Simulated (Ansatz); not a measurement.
# TaInS3 (model cell, started as cubic perovskite with Ta in the octahedra): a soft mode frozen in, part 2 of 2

Aim: this structure of TaInS3 (model cell, started as cubic perovskite with Ta in the octahedra) is to be tested for unstable modes, and one is followed downhill.

Ansatz 0.2.0; DFT PBE, scalar-relativistic, plane waves, PAW; PAW set soft_1.

So far. Step 4 (The mode frozen in, largest atomic shift 0.6 Å): The run ends at a pressure of -3.48 GPa, with forces up to 0.29 eV/Å. Step 5 (Energy along the mode, all amplitudes (two of the runs …): The lowest of the steps tried is the last one, at 0.6 Å, 39.5 meV/atom below the parent; the bottom of the well need not coincide with a step. The relaxed cell has a, b, c = 6.764, 9.347, 6.765 Å (conventional setting).

The structure was built from a prototype and need not be the compound's stable phase.

**7. The new phase in its own primitive cell (continued)**

Little changed from the start: no atom moved by 0.005 Å and no cell edge by 0.1 %.

Numbers from this step:

| Property | Result |
| --- | --- |
| pressure | 7.39e-4 GPa |
| volume per atom | 21.38 Å³ |

The largest force component left is 0.46 meV/Å and the pressure is 0.001 GPa, within the tolerances set. The cell now holds 21.38 Å³/atom.

**8. Modes of the new phase**

A relaxed structure may still be a saddle point, so its zone-centre modes are computed. No field response is asked, since the mesh shows no gap.

Contents of input.yaml:

```yaml
crystal:
  lattice:
    - [-3.3819458399, 4.6735208122, 3.3822938193]
    - [3.3819458399, -4.6735208122, 3.3822938193]
    - [3.3819458399, 4.6735208122, -3.3822938193]
  atoms:
    - { symbol: In, position: [0.7225255341, 0.9725255341, 0.75] }
    - { symbol: In, position: [0.2774744659, 0.0274744659, 0.25] }
    - { symbol: Ta, position: [0.5, 0.5, 0.0] }
    - { symbol: Ta, position: [0.0, 0.5, 0.5] }
    - { symbol: S, position: [0.8605375946, 0.6105375946, 0.25] }
    - { symbol: S, position: [0.1394624054, 0.3894624054, 0.75] }
    - { symbol: S, position: [0.3099115116, 0.0, 0.8099115116] }
    - { symbol: S, position: [0.6900884884, 0.0, 0.1900884884] }
    - { symbol: S, position: [0.3099115116, 0.5, 0.3099115116] }
    - { symbol: S, position: [0.6900884884, 0.5, 0.6900884884] }
kpoints:
  mp_grid: { grid: [8, 8, 8] }
hamiltonian:
  xc: pbe
  pseudopotentials: { kind: paw, azcp: { folder: soft_1 } }
scf:
  occupations: { method: methfessel_paxton, width: 0.2 }
output:
  eigenvalues: true
phonons:
  method: dfpt
```

Run with:

```console
ansatz run input.yaml --threads 4 --pin off --max-ram 16384MiB --backend cpu --events-out ev --progress --plain --runs-dir out
```

The job ended after 22 min (4 threads of Arm Neoverse V1, shared host; peak memory 8.2 GiB).

Numbers from this step:

| Property | Result |
| --- | --- |
| sum-rule residual before enforcement | 7.62e-5 eV/Å² |
| point group | mmm |
| highest optical mode at the zone centre (no LO-TO term) | 435.7 cm⁻¹ |
| lowest optical zone-centre mode | -43.28 cm⁻¹ |

Patterns of degenerate modes are one choice out of their space. Modes at Γ, with each element's share of the kinetic energy (negative means imaginary):

```csv
mode,frequency (cm⁻¹),symmetry,In %,Ta %,S %
1,-43.3,B1g,0,0,100
2,0.0,acoustic,29,46,25
3,0.0,acoustic,29,46,25
4,0.0,acoustic,29,46,25
5,55.0,B3u,67,21,12
6,56.7,B2g,93,0,7
7,61.8,B3g,99,0,1
8,77.1,B2u,53,46,1
9,80.4,B1u,59,36,4
10,82.9,Ag,97,0,3
11,106.3,B2u,13,12,76
12,117.3,B2g,7,0,93
13,124.6,B1u,0,11,89
14,125.1,Au,0,86,14
15,129.0,B3u,0,22,78
16,146.5,B1u,6,85,9
17,156.0,Au,0,14,86
18,157.0,B2u,5,95,0
19,158.1,Ag,1,0,99
20,159.2,B3u,3,6,91
21,166.3,B1u,5,21,74
22,200.7,B2g,1,0,99
23,214.5,B3g,1,0,99
24,230.4,Ag,2,0,98
25,275.2,B2u,0,1,99
26,287.2,B3u,0,5,95
27,300.4,B1u,0,1,99
28,307.5,B3g,0,0,100
29,321.5,B1g,0,0,100
30,435.7,B3g,0,0,100
```

Displacements in mode 1 (-43.3 cm⁻¹), the largest set to 1:
```
In1  0.00  0.00  0.00
In2  0.00  0.00  0.00
Ta3  0.00  0.00  0.00
Ta4  0.00  0.00  0.00
S5   0.00  0.00  0.00
S6   0.00  0.00  0.00
S7  -0.98  0.00  1.00
S8   0.98  0.00 -1.00
S9  -0.98  0.00 -1.00
S10  0.98  0.00  1.00
```

Displacements in mode 30 (435.7 cm⁻¹), the largest set to 1:
```
In1  0.00  0.00  0.00
In2  0.00  0.00  0.00
Ta3  0.00  0.00  0.00
Ta4  0.00  0.00  0.00
S5   0.00  1.00  0.00
S6   0.00 -1.00  0.00
S7  -0.82  0.00 -0.70
S8   0.82  0.00  0.70
S9   0.82  0.00 -0.70
S10 -0.82  0.00  0.70
```

Before it was imposed, the acoustic sum rule was missed by 7.6e-5 eV/Å². Small misses are needed for a sound result but don't prove that mesh and cutoff are converged. The lowest optical mode is imaginary, 43.3i cm⁻¹, so the energy falls along it.

**9. The phases reached**

The phases reached along the modes that were followed are set side by side.

Energies are those of the first relaxation, on the mesh of the frozen mode; space group, volume and gap are those of the last relaxation. Phases, by row:

```csv
mode frozen in,space group,energy from parent (meV/atom),volume (Å³/atom),gap on mesh (eV),lowest zone-centre optical mode (cm⁻¹),largest shift (Å)
parent,Pm-3m,0,22.92,0,–,–
"q = (-0.5, -0.5, -0.5), 101i cm⁻¹",I4/mmm,-1.09,22.95,0,-92.4,0.05
"q = (-0.5, -0.5, -0.5), 101i cm⁻¹",I4/mcm,-1.15,22.95,0,-90.3,0.045
"q = (-0.5, -0.5, -0.5), 101i cm⁻¹",I4/mcm,-1.15,22.95,0,-90.3,0.044
"q = (-0.5, -0.5, -0.5), 95i cm⁻¹",I4/mcm,-46.9,21.75,0,-78.2,0.654
"q = (-0.5, -0.5, -0.5), 95i cm⁻¹",R-3c,-80.88,20.98,0,-27.4,0.69
"q = (-0.5, -0.5, -0.5), 95i cm⁻¹",Imma,-70.75,21.38,0,-43.3,0.748
```

**10. What came out**

```yaml
unstable_mode_of_the_parent: q = (-0.5, -0.5, -0.5), 95i cm⁻¹
depth_at_the_lowest_point_sampled: 39.5 meV/atom
largest_atomic_shift_at_that_point: 0.6 Å
space_group_reached_within_0p01_a: Imma
energy_gained_over_the_parent_first_relaxation_on_the_mesh_of_the_frozen_mode: 70.8 meV/atom
volume_per_atom_phase_reached: 21.4 Å³
lowest_optical_zone_centre_mode_phase_reached: -43.3 cm⁻¹
highest_optical_mode_at_the_zone_centre_no_lo_to_term_phase_reached: 436 cm⁻¹
```

In words: Along this mode the structure falls into Imma, 70.8 meV/atom below the parent. At the parent's cell the well is 39.47 meV/atom deep on the steps tried, with its lowest point at a shift of 0.6 Å. That is the last step tried, so the steps alone don't bracket the bottom of the well. Relaxing atoms and cell changes the gain by +31.28 meV/atom against the lowest step (energies at zero smearing). The new phase still has an imaginary mode at the zone centre of its cell, so it is a saddle point on the way to a lower structure. Of the 6 patterns followed to their end from this parent, this one ends 10.1 meV/atom above the lowest, R-3c. Each path keeps the symmetry of its pattern, so a lower phase may lie along a pattern not tried. With no gap, or one that is small against the smearing, the frequencies hang on the k mesh and the smearing, most of all near Kohn anomalies. A semilocal functional can close a gap that the real compound would have, so the metallic treatment may be an artefact of the level. Spin-orbit coupling is left out, which can matter for the heavy elements here. The starting cell was built on a prototype and not taken from a measurement, so the phase need not exist.

[Logs are printed without paths, hosts, clocks, repeated set-up lines and the standing remarks that a program may print on its own settings, such as how far it seeks lower states.]

[Hosts, paths, dates, database ids (printed as entryN), source tags and the programs' standing remarks are cut or masked in the printed files.]
